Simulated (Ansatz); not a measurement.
# SrLiH3 (model cell, started as cubic perovskite with Sr in the octahedra): following an unstable mode, part 2 of 2

Which phase does SrLiH3 (model cell, started as cubic perovskite with Sr in the octahedra) fall into along its unstable mode, and how much energy does it gain?

Ansatz 0.2.0; DFT PBEsol, scalar-relativistic, plane waves, PAW.

So far. Step 5 (Energy along the mode, all amplitudes (two of the runs …): The energy still falls at the last step, so the rise lies beyond the steps tried. Step 7 (The new phase in its own primitive cell): The largest force component left is 0.55 meV/Å and the pressure is 0.000 GPa, within the tolerances set. The cell now holds 17.33 Å³/atom. The relaxed cell has a = 6.252, c = 4.434 Å (conventional setting).

The structure was built from a prototype and need not be the compound's stable phase.

### 8. Modes of the new phase, k-mesh 4×4×6

A relaxed structure may still be a saddle point, so its zone-centre modes are computed. The response to a homogeneous field gives the Born charges and the dielectric tensor.

The input, input.yaml:

```yaml
crystal:
  lattice:
    - [6.2520546109, 0.0, 0.0]
    - [0.0, 6.2520546109, 0.0]
    - [0.0, 0.0, 4.4344768513]
  atoms:
    - { symbol: Li, position: [0.0, 0.5, 0.0] }
    - { symbol: Li, position: [0.5, 0.0, 0.0] }
    - { symbol: Sr, position: [0.0, 0.0, 0.5] }
    - { symbol: Sr, position: [0.5, 0.5, 0.5] }
    - { symbol: H, position: [0.8553925169, 0.3553925169, 0.5] }
    - { symbol: H, position: [0.1446074831, 0.6446074831, 0.5] }
    - { symbol: H, position: [0.3553925169, 0.1446074831, 0.5] }
    - { symbol: H, position: [0.6446074831, 0.8553925169, 0.5] }
    - { symbol: H, position: [0.0, 0.0, 0.0] }
    - { symbol: H, position: [0.5, 0.5, 0.0] }
kpoints:
  mp_grid: { grid: [4, 4, 6] }
hamiltonian:
  xc: pbesol
scf:
  occupations: { method: fixed }
output:
  eigenvalues: true
phonons:
  method: dfpt
  dielectric: true
  rigid_motions: translations
```

Command:

```
$ ansatz run input.yaml --threads 8 --pin off --max-ram 14336MiB --backend cpu --events-out ev --progress --plain --runs-dir out
```

The job ended after 28 s (8 threads of Arm Neoverse V2, shared host; peak memory 1.2 GiB).

This step gave:

```
sum-rule residual before enforcement                    : 2.29e-4 eV/Å²
miss of the charge sum rule                             : 0.002680 e
estimated error of the dielectric tensor                : 0.01561
estimated error of the Born charges                     : 0.01459 e
point group                                             : 4/mmm
highest optical mode at the zone centre (no LO-TO term) : 1461 cm⁻¹
lowest optical zone-centre mode                         : -502.7 cm⁻¹
mean high-frequency dielectric constant                 : 3.898
largest Born charge (third of the trace)                : 1.795 e
top of the zone-centre spectrum with the field          : 1508 cm⁻¹
```

Without the LO-TO term. Patterns of degenerate modes are one choice out of their space. The modes at Γ (shares of kinetic energy by element, %) (negative means imaginary):

```
mode  frequency (cm⁻¹)  symmetry  Li %  Sr %  H %
   1            -502.7        Eu     9     0   91
   2            -502.7        Eu     9     0   91
   3            -474.7       B1u    28     0   72
   4            -469.9        Eg     0     0  100
   5            -469.9        Eg     0     0  100
   6            -451.5       A2u    42     0   58
   7            -418.1        Eu    32     0   68
   8            -418.1        Eu    32     0   68
   9               0.0  acoustic     7    90    3
  10               0.0  acoustic     7    90    3
  11               0.0  acoustic     7    90    3
  12              44.1        Eu    14    75   11
  13              44.1        Eu    14    75   11
  14              72.6       A1u     0    99    1
  15             181.5       B1u    72     0   28
  16             190.2        Eu    74    15   12
  17             190.2        Eu    74    15   12
  18             275.8        Eu    36    18   45
  19             275.8        Eu    36    18   45
  20             295.9       A2u    51     9   40
  21             417.3        Eu    27     1   71
  22             417.3        Eu    27     1   71
  23             760.0       A1g     0     0  100
  24             835.9       B2g     0     0  100
  25            1012.5       B1g     0     0  100
  26            1032.6        Eu     0     1   99
  27            1032.6        Eu     0     1   99
  28            1101.8       A2g     0     0  100
  29            1460.1       A1u     0     1   99
  30            1461.4       A2u     0     1   99
```

Displacements in mode 1 (-502.7 cm⁻¹), the largest set to 1:
```
Li1  0.00 -0.12  0.00
Li2  0.02 -0.12  0.00
Sr3  0.00  0.00  0.00
Sr4  0.00  0.00  0.00
H5  -0.02  0.02  0.00
H6  -0.02  0.02  0.00
H7   0.02  0.01  0.00
H8   0.02  0.01  0.00
H9  -0.08  1.00  0.00
H10 -0.10  1.00  0.00
```

Displacements in mode 28 (1101.8 cm⁻¹), the largest set to 1:
```
Li1  0.00  0.00  0.00
Li2  0.00  0.00  0.00
Sr3  0.00  0.00  0.00
Sr4  0.00  0.00  0.00
H5   1.00 -1.00  0.00
H6  -1.00  1.00  0.00
H7  -1.00 -1.00  0.00
H8   1.00  1.00  0.00
H9   0.00  0.00  0.00
H10  0.00  0.00  0.00
```

Optical modes at the zone centre, without and with the macroscopic field of the longitudinal modes; each column is sorted by frequency, so a row need not hold one and the same mode. Modes with and without the field, by row:

```
rank among optical modes  no field (cm⁻¹)  q along (1, 0, 0) (cm⁻¹)  q along (0, 0, 1) (cm⁻¹)
                       1           -502.7                    -502.7                    -502.7
                       2           -502.7                    -474.7                    -502.7
                       3           -474.7                    -469.9                    -474.7
                       4           -469.9                    -469.9                    -469.9
                       5           -469.9                    -451.5                    -469.9
                       6           -451.5                    -421.2                    -418.1
                       7           -418.1                    -418.1                    -418.1
                       8           -418.1                    -363.3                      32.8
                       9             44.1                      44.1                      44.1
                      10             44.1                      72.6                      44.1
                      11             72.6                      90.3                      72.6
                      12            181.5                     181.5                     181.5
                      13            190.2                     190.2                     190.2
                      14            190.2                       201                     190.2
                      15            275.8                     275.8                     275.8
                      16            275.8                     295.9                     275.8
                      17            295.9                     332.3                     417.3
                      18            417.3                     417.3                     417.3
                      19            417.3                     582.4                     487.1
                      20              760                       760                       760
                      21            835.9                     835.9                     835.9
                      22             1012                      1012                      1012
                      23             1033                      1033                      1033
                      24             1033                      1102                      1033
                      25             1102                      1117                      1102
                      26             1460                      1460                      1460
                      27             1461                      1461                      1508
```

Born charge (rows field, columns displacement) (e), principal values of the symmetric part by kind of site:

```
atom  atoms with these values    low  middle   high   mean
 Li1                        2   1.15    1.21   1.53   1.30
 Sr3                        2   1.53    1.93   1.93   1.79
  H5                        4  -1.07   -1.04  -0.99  -1.03
  H9                        2  -1.09   -1.09  -0.93  -1.03
```

In full for Sr3:

```
 1.93  0.01  0.00
-0.01  1.93  0.00
 0.00  0.00  1.53
```

High-frequency dielectric tensor:

```
3.84 0.00 0.00
0.00 3.84 0.00
0.00 0.00 4.01
```

Transverse modes; imaginary modes are left out. Infrared lines, with heights relative to the strongest:

```
position (cm⁻¹)  relative intensity
             44                  10
             73                 0.0
            182                 0.0
            190                 7.6
            276                  45
            296                  19
            417                  68
            760                 0.0
            836                 0.0
           1012                 0.0
           1033                 100
           1102                 0.0
           1460                 0.0
           1461                  48
```

Before it was imposed, the acoustic sum rule was missed by 2.3e-4 eV/Å² and the charge sum rule by 0.0027 e. Small misses are needed for a sound result but don't prove that mesh and cutoff are converged. The lowest optical mode is imaginary, 502.7i cm⁻¹, so the energy falls along it.

### 9. The phases reached

The phases reached along the modes that were followed are set side by side.

Energies are those of the first relaxation, on the mesh of the frozen mode; space group, volume and gap are those of the last relaxation. Phases, by row:

```
                   mode frozen in  space group  energy from parent (meV/atom)  volume (Å³/atom)  gap on mesh (eV)  lowest zone-centre optical mode (cm⁻¹)  largest shift (Å)
                           parent        Pm-3m                              0             19.37             1.664                                       –                  –
q = (-0.5, -0.5, -0.5), 560i cm⁻¹       I4/mcm                          -99.1             17.32             1.211                                  -649.3              0.935
q = (-0.5, -0.5, -0.5), 560i cm⁻¹         R-3c                         -311.8             15.94             1.984                                  -267.7              1.063
q = (-0.5, -0.5, -0.5), 560i cm⁻¹         Imma                         -264.2             15.16             1.563                                  -254.1              1.474
q = (0.25, -0.5, -0.5), 557i cm⁻¹       I4/mcm                         -98.11             17.34             1.173                                       –              0.933
   q = (0, -0.5, -0.5), 553i cm⁻¹       P4/mbm                         -97.09             17.33             1.123                                  -502.7              0.931
```

### 10. What came out

| Property | Result |
| --- | --- |
| unstable mode of the parent | q = (0, -0.5, -0.5), 553i cm⁻¹ |
| depth at the lowest point sampled | 58.5 meV/atom |
| largest atomic shift at that point | 0.6 Å |
| space group reached | P4/mbm |
| energy gained over the parent (first relaxation, on the mesh of the frozen mode) | 97.1 meV/atom |
| volume per atom, phase reached | 17.3 Å³ |
| gap on the k-mesh, phase reached | 1.12 eV |
| lowest optical zone-centre mode, phase reached | -503 cm⁻¹ |
| highest optical mode at the zone centre (no LO-TO term), phase reached | 1461 cm⁻¹ |

**Reading.** Along this mode the structure falls into P4/mbm, 97.1 meV/atom below the parent. At the parent's cell the well is 58.54 meV/atom deep on the steps tried, with its lowest point at a shift of 0.6 Å. That is the last step tried, so the steps alone don't bracket the bottom of the well. Relaxing atoms and cell changes the gain by +38.55 meV/atom against the lowest step (energies at zero smearing). The new phase still has an imaginary mode at the zone centre of its cell, so it is a saddle point on the way to a lower structure. Of the 5 patterns followed from this parent, this one ends 215 meV/atom above the lowest, R-3c. Each path keeps the symmetry of its pattern, so a lower phase may lie along a pattern not tried. The volume moved by more than a tenth on the k mesh of the start, so the energy gain is rough. The starting cell was built on a prototype and not taken from a measurement, so the phase need not exist.

[Long decimals in the printed logs are rounded to 6 places.]

[Logs are printed without paths, hosts, clocks, repeated set-up lines and the standing remarks that a program may print on its own settings, such as how far it seeks lower states.]

[Hosts, paths, dates, database ids (printed as entryN), source tags and the programs' standing remarks are cut or masked in the printed files.]

[Where the starting crystal was built by hand or by swapping elements, it need not be the compound's stable phase.]
